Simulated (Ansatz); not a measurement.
**Ca on Cr(100): change of the work function**

Wanted: Δφ(θ) for Ca/Cr(100), starting from the hollow site.

Calculated with Ansatz 0.2.0; plane-wave DFT, LDA, Ansatz PAW.

## (1) Set-up

The cell holds 5 atoms: 5 Cr. Cell: a = 2.880 Å, b = 2.880 Å, c = 23.760 Å, α = 90.0°, β = 90.0°, γ = 90.0°. Vacuum lies along c.

As a file:

```cif
data_structure
_symmetry_space_group_name_H-M 'P 1'
_symmetry_Int_Tables_number 1
_cell_length_a 2.8800
_cell_length_b 2.8800
_cell_length_c 23.7600
_cell_angle_alpha 90.000
_cell_angle_beta 90.000
_cell_angle_gamma 90.000
_cell_volume 197.07
loop_
_atom_site_label
_atom_site_type_symbol
_atom_site_fract_x
_atom_site_fract_y
_atom_site_fract_z
_atom_site_occupancy
Cr1 Cr 0.00000 0.00000 0.37879 1
Cr2 Cr 0.50000 0.50000 0.43939 1
Cr3 Cr 0.00000 0.00000 0.50000 1
Cr4 Cr 0.50000 0.50000 0.56061 1
Cr5 Cr 0.00000 0.00000 0.62121 1
```

## (2) The clean slab

The bare slab comes first, as the zero from which every change is counted. The two lowest layers are held at bulk places and the upper ones relax. The dipole correction removes the false field that a one-sided slab makes across the periodic vacuum, so each face gets a flat vacuum level of its own.

Input file input.yaml:

```yaml
crystal:
  lattice:
    - [2.88, 0.0, 0.0]
    - [0.0, 2.88, 0.0]
    - [0.0, 0.0, 23.76]
  atoms:
    - { symbol: Cr, position: [0.0, 0.0, 0.3787878788], spin: 2.0 }
    - { symbol: Cr, position: [0.5, 0.5, 0.4393939394], spin: -2.0 }
    - { symbol: Cr, position: [0.0, 0.0, 0.5], spin: 2.0 }
    - { symbol: Cr, position: [0.5, 0.5, 0.5606060606], spin: -2.0 }
    - { symbol: Cr, position: [0.0, 0.0, 0.6212121212], spin: 2.0 }
magnetization:
  spin_polarized: true
kpoints:
  mp_grid: { grid: [10, 10, 1] }
hamiltonian:
  xc: lda
scf:
  occupations: { method: fermi_dirac, width: 0.1 }
  convergence: { dr2_threshold: 1.0e-08 }
efield:
  axis: 3
  dipole_correction: true
  ramp_position: 0.97
  ramp_width: 0.06
relax:
  f_tol: 0.02
  max_steps: 60
  constraints: [{ sites: [0, 1] }]
output:
  write_potential: true
  write_density: true
  volumetric_format: npy
```

Run with:

```sh
$ ansatz run input.yaml --threads 4 --pin off --max-ram 12288MiB --backend cpu --events-out ev --progress --plain --runs-dir out
```

Numbers of over 12 decimals in the logs are rounded to 6 here.

The program printed:

```text
Engine: ansatz 0.2.0, x86_64-unknown-linux-gnu
Pseudopotentials: kind: paw
Pseudopotential: Cr, paw, valence charge 14, recommended cutoff 420 eV (normal), Cr.paw.azcp
Functional definition: SPW92
  exchange = slater_x
  correlation = pw_c
Crystal: 5 atoms, lattice volume = 197.075 Å³
Basis set: ecut = 420 eV, 3843 PW (Γ)
Bands: 48, of which v1, the nominal top of the filled ones, is band 35 counted from 1 (34 counted from 0)
Symmetry: 8 space group operations
k-points: 21 of 100
Non-local potential: Cr, projectors of the file, l = 0: 3, l = 1: 2, l = 2: 3, l = 3: 1
PAW form: soft (Blöchl's): semilocal exchange-correlation on the pseudo side does not see the compensation charge
PAW frozen core: Cr, regenerated for the run's functional, and the local potential with it (the file was generated under x = pbe(κ = 0.804, μ = 0.219515), c = pbe(β = 0.066725))
PAW one-centre angular grid: Cr, 590 points (default); XC on 64 Gauss nodes
Initial density: superposition of atomic densities (neutral atoms: chi_scale 0, normalization atom)
Starting moments: Σ|m| = 10 μB on 5 of 5 sites
Initial wavefunctions: pseudopotential atomic-orbital guess
Functional: x = slater, c = lda
SCF iter   1: F=—  HF=-16621.425026 eV  |F-HF|=—  |Δ(HF+E_count)|=         —  Δρ=6.39e-2 (↑5.96e-2 ↓6.39e-2)  dr2=3.57e1  dr2_m=6.29e-1  M=2.443 μB ∫|m|=7.468 μB  β_m=1.00  ethr=3.10e-3  p=0.000 e·Å  D=2.18e-13 V/Å  ΔV_dip=-0.00 eV  dr2_dipole=3.25e-8  V_vac-E_F(+/−)=6.48/6.48 eV  ⟨swp⟩=10.6  Hψ=9863  notcnv=0
Mixer restart at iter 1: flushing history
efield: sawtooth ramp at fractional position 0.9700 (set: `efield.ramp_position`, or a place that a band, a saddle search or an elastic batch's reference lends), width 0.0600; the density the first Hamiltonian is built on has a dipole p = 0.000 e·Å; the dipole correction subtracts the counter field D = 2.18e-13 V/Å, which shifts the + side's vacuum level by -0.00 eV against the − side's; the planar-averaged density in the ramp window peaks in size at 2.0e-6 e/Å³
preconditioner: auto → LDOS  [metal: Δε(μ)=0.007 eV  Ē_g=4.755 eV  σ=0.100 eV  W_gap=0.02  n_scr=36 (ndim 8)  ℏωp=14.5 eV  f_vac=0.603  D(μ)=3.80/eV (n_scr^D=14)]
spin=Collinear: LDOS preconditioning applied to the charge; magnetization (m = ρ↑ − ρ↓) channel mixes plain (no charge-response kernel on spin).
SCF iter   2: F=—  HF=-16611.355952 eV  |F-HF|=—  |Δ(HF+E_count)|=    1.01e1  Δρ=2.38e-2 (↑1.62e-2 ↓2.38e-2)  dr2=4.95e0  dr2_m=1.47e-1  M=2.684 μB ∫|m|=8.062 μB  β_m=0.34  ethr=3.10e-3  p=0.000 e·Å  D=2.10e-5 V/Å  ΔV_dip=-0.00 eV  dr2_dipole=9.51e-8  V_vac-E_F(+/−)=5.41/5.41 eV  ⟨swp⟩=3.3  Hψ=5421  notcnv=0
density mixer auto → msr1: a metal under ldos (density of states about μ 2.62 of a free-electron gas's, 36 screened modes)
SCF iter   3: F=—  HF=-16610.455848 eV  |F-HF|=—  |Δ(HF+E_count)|=   9.00e-1  Δρ=1.48e-2 (↑1.12e-2 ↓1.48e-2)  dr2=4.58e-1  dr2_m=2.08e-1  M=2.851 μB ∫|m|=8.211 μB  β_m=0.57  ethr=3.10e-3  p=0.000 e·Å  D=2.12e-5 V/Å  ΔV_dip=-0.00 eV  dr2_dipole=7.16e-8  V_vac-E_F(+/−)=4.74/4.74 eV  ⟨swp⟩=2.2  Hψ=3452  notcnv=0
SCF iter   4: F=—  HF=-16610.551998 eV  |F-HF|=—  |Δ(HF+E_count)|=   9.61e-2  Δρ=5.38e-3 (↑5.25e-3 ↓5.38e-3)  dr2=1.63e-2  dr2_m=4.70e-2  M=3.119 μB ∫|m|=8.253 μB  β_m=0.79  ethr=6.55e-4  p=0.000 e·Å  D=9.81e-6 V/Å  ΔV_dip=-0.00 eV  dr2_dipole=5.61e-10  V_vac-E_F(+/−)=4.26/4.26 eV  ⟨swp⟩=3.3  Hψ=3501  notcnv=0
SCF iter   5: F=—  HF=-16610.788637 eV  |F-HF|=—  |Δ(HF+E_count)|=         —  Δρ=1.75e-2 (↑1.75e-2 ↓1.30e-2)  dr2=5.94e-2  dr2_m=4.16e-1  M=3.848 μB ∫|m|=8.960 μB  β_m=0.79  ethr=2.33e-5  p=0.000 e·Å  D=1.95e-6 V/Å  ΔV_dip=-0.00 eV  dr2_dipole=6.80e-10  V_vac-E_F(+/−)=4.18/4.18 eV  ⟨swp⟩=3.3  Hψ=4520  notcnv=0
SCF iter   6: F=—  HF=-16610.706275 eV  |F-HF|=—  |Δ(HF+E_count)|=   8.24e-2  Δρ=2.31e-3 (↑1.38e-3 ↓2.31e-3)  dr2=1.43e-2  dr2_m=2.66e-3  M=3.917 μB ∫|m|=9.069 μB  β_m=0.79  ethr=2.33e-5  p=-0.000 e·Å  D=-4.00e-6 V/Å  ΔV_dip=0.00 eV  dr2_dipole=1.05e-9  V_vac-E_F(+/−)=4.01/4.01 eV  ⟨swp⟩=2.6  Hψ=4230  notcnv=0
SCF iter   7: F=—  HF=-16610.704515 eV  |F-HF|=—  |Δ(HF+E_count)|=   1.76e-3  Δρ=2.25e-3 (↑2.25e-3 ↓1.35e-3)  dr2=2.77e-3  dr2_m=5.63e-3  M=3.889 μB ∫|m|=8.902 μB  β_m=0.72  ethr=2.04e-5  p=-0.000 e·Å  D=-8.49e-7 V/Å  ΔV_dip=0.00 eV  dr2_dipole=3.67e-10  V_vac-E_F(+/−)=4.03/4.03 eV  ⟨swp⟩=2.0  Hψ=3827  notcnv=0
SCF iter   8: F=—  HF=-16610.704546 eV  |F-HF|=—  |Δ(HF+E_count)|=   3.16e-5  Δρ=1.47e-3 (↑1.36e-3 ↓1.47e-3)  dr2=1.26e-3  dr2_m=3.25e-3  M=3.887 μB ∫|m|=8.863 μB  β_m=0.86  ethr=3.96e-6  p=-0.000 e·Å  D=-5.27e-7 V/Å  ΔV_dip=0.00 eV  dr2_dipole=2.15e-12  V_vac-E_F(+/−)=4.02/4.02 eV  ⟨swp⟩=2.3  Hψ=2986  notcnv=0
SCF iter   9: F=—  HF=-16610.704548 eV  |F-HF|=—  |Δ(HF+E_count)|=   1.90e-6  Δρ=1.25e-3 (↑1.25e-3 ↓3.90e-4)  dr2=2.36e-3  dr2_m=9.27e-4  M=3.893 μB ∫|m|=8.860 μB  β_m=0.77  ethr=1.79e-6  p=0.000 e·Å  D=4.78e-7 V/Å  ΔV_dip=-0.00 eV  dr2_dipole=7.69e-13  V_vac-E_F(+/−)=4.02/4.02 eV  ⟨swp⟩=3.0  Hψ=3983  notcnv=0
SCF iter  10: F=—  HF=-16610.703741 eV  |F-HF|=—  |Δ(HF+E_count)|=   8.08e-4  Δρ=1.79e-4 (↑7.10e-5 ↓1.79e-4)  dr2=5.24e-5  dr2_m=2.05e-5  M=3.895 μB ∫|m|=8.860 μB  β_m=0.78  ethr=1.79e-6  p=0.000 e·Å  D=3.29e-7 V/Å  ΔV_dip=-0.00 eV  dr2_dipole=1.16e-10  V_vac-E_F(+/−)=4.01/4.01 eV  ⟨swp⟩=2.3  Hψ=3574  notcnv=0
SCF iter  11: F=—  HF=-16610.703731 eV  |F-HF|=—  |Δ(HF+E_count)|=   9.32e-6  Δρ=4.00e-5 (↑4.00e-5 ↓2.37e-5)  dr2=3.16e-6  dr2_m=1.46e-6  M=3.895 μB ∫|m|=8.858 μB  β_m=0.76  ethr=7.49e-8  p=0.000 e·Å  D=2.22e-7 V/Å  ΔV_dip=-0.00 eV  dr2_dipole=8.98e-13  V_vac-E_F(+/−)=4.01/4.01 eV  ⟨swp⟩=2.9  Hψ=3528  notcnv=0
SCF iter  12: F=—  HF=-16610.703730 eV  |F-HF|=—  |Δ(HF+E_count)|=   9.64e-7  Δρ=1.18e-5 (↑1.18e-5 ↓6.57e-6)  dr2=4.97e-7  dr2_m=1.01e-7  M=3.894 μB ∫|m|=8.857 μB  β_m=0.72  ethr=4.52e-9  p=0.000 e·Å  D=3.18e-8 V/Å  ΔV_dip=-0.00 eV  dr2_dipole=5.52e-14  V_vac-E_F(+/−)=4.01/4.01 eV  ⟨swp⟩=2.9  Hψ=3756  notcnv=0
SCF iter  13: F=—  HF=-16610.703730 eV  |F-HF|=—  |Δ(HF+E_count)|=   2.99e-8  Δρ=4.32e-6 (↑4.32e-6 ↓1.70e-6)  dr2=8.55e-8  dr2_m=1.27e-8  M=3.894 μB ∫|m|=8.858 μB  β_m=0.75  ethr=7.10e-10  p=0.000 e·Å  D=2.71e-8 V/Å  ΔV_dip=-0.00 eV  dr2_dipole=4.56e-11  V_vac-E_F(+/−)=4.01/4.01 eV  ⟨swp⟩=3.1  Hψ=3604  notcnv=0
SCF iter  14: F=—  HF=-16610.703730 eV  |F-HF|=—  |Δ(HF+E_count)|=   1.48e-8  Δρ=1.75e-6 (↑1.75e-6 ↓1.05e-6)  dr2=8.81e-9  dr2_m=2.51e-9  M=3.894 μB ∫|m|=8.858 μB  β_m=0.79  ethr=1.22e-10  p=0.000 e·Å  D=1.36e-8 V/Å  ΔV_dip=-0.00 eV  dr2_dipole=5.45e-11  V_vac-E_F(+/−)=4.01/4.01 eV  ⟨swp⟩=2.7  Hψ=3078  notcnv=0
[...]
efield: sawtooth ramp at fractional position 0.9700 (set: `efield.ramp_position`, or a place that a band, a saddle search or an elastic batch's reference lends), width 0.0600; the density the first Hamiltonian is built on has a dipole p = -0.005 e·Å; the dipole correction subtracts the counter field D = -4.18e-3 V/Å, which shifts the + side's vacuum level by +0.10 eV against the − side's; the planar-averaged density in the ramp window peaks in size at 1.5e-5 e/Å³
preconditioner: auto → LDOS  [metal: Δε(μ)=0.006 eV  Ē_g=3.791 eV  σ=0.100 eV  W_gap=0.02  n_scr=12 (ndim 8)  ℏωp=14.5 eV  f_vac=0.627  D(μ)=4.83/eV (n_scr^D=14)]
spin=Collinear: LDOS preconditioning applied to the charge; magnetization (m = ρ↑ − ρ↓) channel mixes plain (no charge-response kernel on spin).
SCF iter   2: F=—  HF=-16610.973660 eV  |F-HF|=—  |Δ(HF+E_count)|=         —  Δρ=3.40e-4 (↑3.40e-4 ↓3.14e-4)  dr2=3.12e-4  dr2_m=1.35e-4  M=3.377 μB ∫|m|=6.845 μB  β_m=0.30  ethr=1.18e-6  p=-0.005 e·Å  D=-4.16e-3 V/Å  ΔV_dip=0.10 eV  dr2_dipole=5.17e-5  V_vac-E_F(+/−)=4.11/4.01 eV  ⟨swp⟩=2.0  Hψ=2848  notcnv=0
Mixer restart at iter 2: flushing history
density mixer auto → msr1: a metal under ldos (density of states about μ 2.68 of a free-electron gas's, 36 screened modes)
SCF iter   3: F=—  HF=-16610.973588 eV  |F-HF|=—  |Δ(HF+E_count)|=   7.17e-5  Δρ=2.16e-4 (↑2.16e-4 ↓1.90e-4)  dr2=1.56e-4  dr2_m=5.00e-5  M=3.378 μB ∫|m|=6.848 μB  β_m=0.56  ethr=4.46e-7  p=-0.005 e·Å  D=-4.17e-3 V/Å  ΔV_dip=0.10 eV  dr2_dipole=3.02e-5  V_vac-E_F(+/−)=4.11/4.01 eV  ⟨swp⟩=1.7  Hψ=2259  notcnv=0
SCF iter   4: F=—  HF=-16610.973568 eV  |F-HF|=—  |Δ(HF+E_count)|=   2.00e-5  Δρ=3.30e-5 (↑3.30e-5 ↓2.96e-5)  dr2=5.09e-6  dr2_m=1.04e-6  M=3.378 μB ∫|m|=6.853 μB  β_m=0.58  ethr=2.23e-7  p=-0.005 e·Å  D=-4.22e-3 V/Å  ΔV_dip=0.10 eV  dr2_dipole=2.82e-8  V_vac-E_F(+/−)=4.11/4.01 eV  ⟨swp⟩=2.1  Hψ=2754  notcnv=0
SCF iter   5: F=—  HF=-16610.973569 eV  |F-HF|=—  |Δ(HF+E_count)|=   1.44e-6  Δρ=3.19e-5 (↑2.80e-5 ↓3.19e-5)  dr2=1.51e-6  dr2_m=1.48e-6  M=3.379 μB ∫|m|=6.855 μB  β_m=0.70  ethr=7.28e-9  p=-0.005 e·Å  D=-4.26e-3 V/Å  ΔV_dip=0.10 eV  dr2_dipole=2.80e-8  V_vac-E_F(+/−)=4.12/4.02 eV  ⟨swp⟩=3.1  Hψ=3455  notcnv=0
SCF iter   6: F=—  HF=-16610.973571 eV  |F-HF|=—  |Δ(HF+E_count)|=   1.24e-6  Δρ=1.12e-5 (↑1.04e-5 ↓1.12e-5)  dr2=3.83e-7  dr2_m=1.37e-7  M=3.379 μB ∫|m|=6.855 μB  β_m=0.71  ethr=2.16e-9  p=-0.005 e·Å  D=-4.31e-3 V/Å  ΔV_dip=0.10 eV  dr2_dipole=7.49e-10  V_vac-E_F(+/−)=4.12/4.02 eV  ⟨swp⟩=2.0  Hψ=3170  notcnv=0
SCF iter   7: F=—  HF=-16610.973571 eV  |F-HF|=—  |Δ(HF+E_count)|=   1.42e-7  Δρ=1.02e-5 (↑1.02e-5 ↓6.78e-6)  dr2=1.70e-7  dr2_m=1.10e-7  M=3.379 μB ∫|m|=6.856 μB  β_m=0.66  ethr=5.48e-10  p=-0.005 e·Å  D=-4.35e-3 V/Å  ΔV_dip=0.10 eV  dr2_dipole=1.96e-9  V_vac-E_F(+/−)=4.12/4.02 eV  ⟨swp⟩=2.7  Hψ=3805  notcnv=0
SCF iter   8: F=—  HF=-16610.973571 eV  |F-HF|=—  |Δ(HF+E_count)|=   6.21e-8  Δρ=2.16e-6 (↑1.90e-6 ↓2.16e-6)  dr2=1.22e-8  dr2_m=6.49e-9  M=3.379 μB ∫|m|=6.857 μB  β_m=0.78  ethr=2.43e-10  p=-0.005 e·Å  D=-4.36e-3 V/Å  ΔV_dip=0.10 eV  dr2_dipole=6.87e-10  V_vac-E_F(+/−)=4.12/4.02 eV  ⟨swp⟩=3.0  Hψ=3767  notcnv=0
SCF iter   9: F=—  HF=-16610.973571 eV  |F-HF|=—  |Δ(HF+E_count)|=   2.08e-8  Δρ=1.06e-6 (↑1.06e-6 ↓1.02e-6)  dr2=4.35e-9  dr2_m=9.48e-10  M=3.379 μB ∫|m|=6.857 μB  β_m=0.69  ethr=1.75e-11  p=-0.005 e·Å  D=-4.37e-3 V/Å  ΔV_dip=0.10 eV  dr2_dipole=4.87e-11  V_vac-E_F(+/−)=4.12/4.02 eV  ⟨swp⟩=3.5  Hψ=4279  notcnv=0
SCF iter  10: F=-16610.973571 eV  HF=-16610.973571 eV  |F-HF|=5.68e-9  |Δ(HF+E_count)|=   1.08e-9  Δρ=1.05e-6 (↑5.31e-7 ↓1.05e-6)  dr2=6.18e-9  dr2_m=2.54e-10  M=3.379 μB ∫|m|=6.857 μB  ethr=6.21e-12  p=-0.005 e·Å  D=-4.37e-3 V/Å  ΔV_dip=0.10 eV  dr2_dipole=1.28e-10  V_vac-E_F(+/−)=4.12/4.02 eV  ⟨swp⟩=5.8  Hψ=11530  notcnv=0
SCF 5 converged in 10 iterations: F = -16610.973571 eV  dr2 = 6.18e-9
relax step   5: F+E_penalty+E_count = -16610.97357061 eV  Δ(F+E_penalty+E_count) = -1.407e-4 eV  max|allowed force component| = 1.292e-3 eV/Å  Δτ_max = 0.0082 Å  (10 SCF iters, accepted)
NSCF: frozen V_eff on 21 k-points
the search or the solves at the SCF's close seem to have found levels that the self-consistency loop had missed (the run counts 1). By its estimate they hold under 1e-12 electrons; where the run keeps them, the occupations were computed again with them
WARN: The output density's exchange-correlation potential varies sharply where the density is thin. Do not read a vacuum level from v_tot or v_xc, or from such a field of the output density. On a cell that repeats whose density bears no net charge and no dipole along the vacuum's axis use v_es (v_loc + v_h of the components); under efield.dipole_correction with no amplitude use v_es + v_field, which holds any externa [...]
SCF converged after 10 iterations
Magnetization: 3.3791 μB (36.6895 up, 33.3105 down)
Absolute magnetization: 6.8566 μB (∫|ρ↑−ρ↓|, with the PAW one-centre terms)
Spin contamination: 0.7386 ħ² per cell (⟨S²⟩ above its minimum at these occupations)
Per-site moments (μB) at R_I (Å): [(2.290255, 1.028838), (-0.896221, 1.000110), (0.633449, 1.000110), (-0.696124, 0.969958), (1.488445, 0.969958)]
Free energy (F): -16610.973571 eV
Harris-Foulkes:  -16610.973571 eV  (|F-HF|=5.68e-9)
Internal energy: -16610.811769 eV  (E = F + TS)
E sigma→0 (E₀):  -16610.892670 eV
Entropy (-TS):   -0.161801 eV (-32.360 meV/atom)
Fermi energy:    2.843798 eV
Dipole field:    D = -0.004350 V/Å  (p = -0.004738 e·Å, saw-weighted, corrected)
Work function:   Φ+ = 4.1198 eV   Φ− = 4.0165 eV
Levels:          The Fermi level and band energies are counted from a zero that moves with the ramp; work functions are not
--- Per-component energies (eV) ---
  E_band       = -1851.431640
  E_kinetic    = 1716.488106
  E_local      = -114653.867523  (includes V_loc(G=0)·N_el)
  E_nonlocal   = 425.561356
  E_hartree    = 56378.517272
  E_xc         = -690.401911
  E_vxc        = -885.550895  (∫ρ·V_xc dr)
  E_paw        = -5711.035732  (= ΣΔE_a)
  E_vpaw       = -1211.054615  (= ΣTr[D̂ρ^β])
  E_aug_tail   = 0.001690  (compensation charges beyond the density's cutoff)
  E_efield     = 0.000010  (sawtooth field / dipole correction)
  E_vefield    = -0.036050  (∫n·V_field dr)
  E_ewald      = 45922.099338
  E_core_change = 1.825624  (= ΣΔE_core)
  E_smearing   = -0.161801  (= −TS)
  E_closure    = -0.000000  (closes the sum)
  Σ components = -16610.973571   (vs F -16610.973571, Δ=0.00e0)
--- Forces (eV/Å), atoms counted from 1 ---
  atom   1  Cr     0.00000000     0.00000000     1.12475669
  atom   2  Cr    -0.00000000     0.00000000    -1.12687866
  atom   3  Cr     0.00000000    -0.00000000     0.00129242
  atom   4  Cr     0.00000000    -0.00000000     0.00066574
  atom   5  Cr     0.00000000     0.00000000     0.00007331
  max |Σ_I F_I| component: 9.05e-5 eV/Å
--- Band table (eV; the first three rows and the last of 42) ---
  k-point 0 ↑: bands = [... 31 lower, 1.9514, 2.0265, 2.0265, 2.2080, 2.2193, 2.2193, 2.3206, 2.8430, ... 9 higher]
  k-point 1 ↑: bands = [... 31 lower, 1.8172, 2.0667, 2.1175, 2.1548, 2.2668, 2.6003, 2.6180, 2.7123, ... 9 higher]
  k-point 2 ↑: bands = [... 31 lower, 1.5521, 1.8027, 2.0193, 2.1267, 2.5353, 2.6842, 2.8030, 3.0913, ... 9 higher]
  k-point 20 ↓: bands = [... 31 lower, 2.3838, 2.3838, 3.8597, 3.8705, 3.9254, 3.9852, 4.1801, 4.5027, ... 9 higher]
--- Relaxed structure (5 steps of the walk, 5 accepted, 0 SCFs on fresh bases) ---
  F+E_penalty+E_count = -16610.97357061 eV   max|allowed force component| = 1.292e-3 eV/Å
  atoms:
    - { symbol: Cr, position: [0.0, 0.0, 0.378788] }
    - { symbol: Cr, position: [0.500000, 0.500000, 0.439394] }
    - { symbol: Cr, position: [-8.38599899467042e-18, 0, 0.494768] }
    - { symbol: Cr, position: [0.500000, 0.500000, 0.556324] }
    - { symbol: Cr, position: [-2.4703916176106062e-17, 0, 0.605800] }
```

Elapsed: 1.7 min, on 4 threads of Intel Xeon Platinum 8259CL at 2.50GHz (Skylake/Cascade Lake), shared host; peak memory 0.78 GiB; 6.1 min of CPU time.

Relaxation path:

```
step  energy less that of the first step (eV)  largest force component (eV/Å)
   1                                   0.0000                          1.4774
   2                                  -0.1882                          0.8193
   3                                  -0.2635                          0.3649
   4                                  -0.2697                          0.0357
   5                                  -0.2698                          0.0013
```

The run keeps the 8 symmetry operations that it works with, so distortions that break them were not tested.

The atoms that moved most (Å):

```
atom     dx     dy      dz  length
 Cr5  0.000  0.000  -0.366   0.366
 Cr3  0.000  0.000  -0.124   0.124
 Cr4  0.000  0.000  -0.102   0.102
```

The relaxed structure:

```xyz
5
Lattice="2.8800 0.0000 0.0000 0.0000 2.8800 0.0000 0.0000 0.0000 23.7600" Properties=species:S:1:pos:R:3
Cr    0.0000    0.0000    9.0000
Cr    1.4400    1.4400   10.4400
Cr    0.0000    0.0000   11.7557
Cr    1.4400    1.4400   13.2182
Cr    0.0000    0.0000   14.3938
```

This step gave:

```
energy at zero smearing        : -16610.8927 eV
total moment                   : 3.379 μB
site moments                   : 2.290, -0.8962, 0.6334, -0.6961, 1.488 μB
work function, upper face      : 4.120 eV
work function, lower face      : 4.016 eV
dipole along the normal        : -0.004738 e·Å
step between the vacuum levels : 0.1034 eV
```

Running mean over 1.44 Å of the planar mean; the ramp of the sawtooth is left out. Electron's electrostatic potential energy less the Fermi level against z:

```
z (Å)  electron's electrostatic potential energy less the Fermi level (eV)
  3.0                                                                 4.02
  3.5                                                                 4.02
  4.0                                                                 4.02
  4.5                                                                 4.01
  5.0                                                                 4.01
  5.5                                                                 4.00
  6.0                                                                 3.95
  6.5                                                                 3.82
  7.0                                                                 3.44
  7.5                                                                 2.25
  8.0                                                                -1.10
  8.5                                                                -5.66
  9.0                                                                -8.75
  9.5                                                                -9.49
 10.0                                                                -9.71
 10.5                                                                -10.3
 11.0                                                                -10.8
 11.5                                                                -10.5
 12.0                                                                -9.77
 12.5                                                                -9.59
 13.0                                                                -10.3
 13.5                                                                -11.7
 14.0                                                                -11.7
 14.5                                                                -9.30
 15.0                                                                -4.73
 15.5                                                              -0.0315
 16.0                                                                 2.81
 16.5                                                                 3.69
 17.0                                                                 3.98
 17.5                                                                 4.07
 18.0                                                                 4.11
 18.5                                                                 4.12
 19.0                                                                 4.12
 19.5                                                                 4.12
 20.0                                                                 4.12
 20.5                                                                 4.12
```

Site moment by atom:

```
atom  site moment (μB)
 Cr1              2.29
 Cr2             -0.90
 Cr3              0.63
 Cr4             -0.70
 Cr5              1.49
```

The relaxation took 5 steps and lowered the energy by 0.27 eV; the largest force on the free atoms ends at 0.0013 eV/Å.

The work function of the upper face is 4.12 eV.

(Part 1 of 6 ends here.)

[Logs are printed without paths, hosts, clocks, repeated set-up lines and the standing remarks that a program may print on its own settings, such as how far it seeks lower states.]

[Hosts, paths, dates, database ids (printed as entryN), source tags and the programs' standing remarks are cut or masked in the printed files.]

[Maps of the electrostatic potential energy from Ansatz leave out the sawtooth potential of an applied field or a dipole correction, so their vacuum need not be flat; planar profiles and work functions include it.]
